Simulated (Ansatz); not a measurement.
Two G0W0 runs on SrTiO3 (I4/mcm).

```cif
data_structure
_symmetry_space_group_name_H-M 'P 1'
_symmetry_Int_Tables_number 1
_cell_length_a 5.5118
_cell_length_b 5.5118
_cell_length_c 5.5118
_cell_angle_alpha 120.010
_cell_angle_beta 120.010
_cell_angle_gamma 89.983
_cell_volume 118.39
loop_
_atom_site_label
_atom_site_type_symbol
_atom_site_fract_x
_atom_site_fract_y
_atom_site_fract_z
_atom_site_occupancy
Sr1 Sr 0.75000 0.25000 0.50000 1
Sr2 Sr 0.25000 0.75000 0.50000 1
Ti3 Ti 0.00000 0.00000 0.00000 1
Ti4 Ti 0.50000 0.50000 0.00000 1
O5 O 0.25000 0.25000 0.00000 1
O6 O 0.75000 0.75000 0.00000 1
O7 O 0.74510 0.24510 0.99020 1
O8 O 0.24510 0.25490 0.50000 1
O9 O 0.25490 0.75490 0.00980 1
O10 O 0.75490 0.74510 0.50000 1
```

The cell and positions come from the Crystallography Open Database and are kept as given unless a step says otherwise.

The first (Ansatz 0.2.0; start PBE, 2×2×2 mesh, 268 empty bands, screening to 100 eV, PAW set soft_1 files; 1 × NVIDIA H100 80GB HBM3 (shared by 6 runs) with 2 threads of AMD EPYC 7R13 (Zen 3), shared host) gave, on its mesh: starting gap 1.79 eV, G0W0 gap 3.25 eV, RPA ε∞ (mean) 8.63, 7 s.

**Question.** The second changes files from PAW set soft_1 to hard PAW and mesh from 2×2×2 to 4×4×4. What does it give?

It gave: starting gap 1.89 eV, G0W0 gap 3.45 eV, RPA ε∞ (mean) 6.19, 55 s. The G0W0 gap moves by +0.20 eV, +0.10 eV from the start and +0.10 eV from the correction. Σc changes by −0.21 eV at the valence top and +0.31 eV at the conduction bottom, and Σx − Vxc between them by −0.43 eV.

Limits: not at the basis limit; no spin-orbit coupling; coarse k mesh.

[Paths, hosts, dates, memory and timing lines, banners, echoed tables and standing remarks are left out of the program output.]

[Logs are printed without paths, hosts, clocks, repeated set-up lines and the standing remarks that a program may print on its own settings, such as how far it seeks lower states.]

[Runs of the session that timed out or met a known fault of the program may be left out.]

[Cells called generated may have been cut or substituted from an entry of the Crystallography Open Database or the Materials Project.]

[Hosts, paths, dates, database ids (printed as entryN), source tags and the programs' standing remarks are cut or masked in the printed files.]
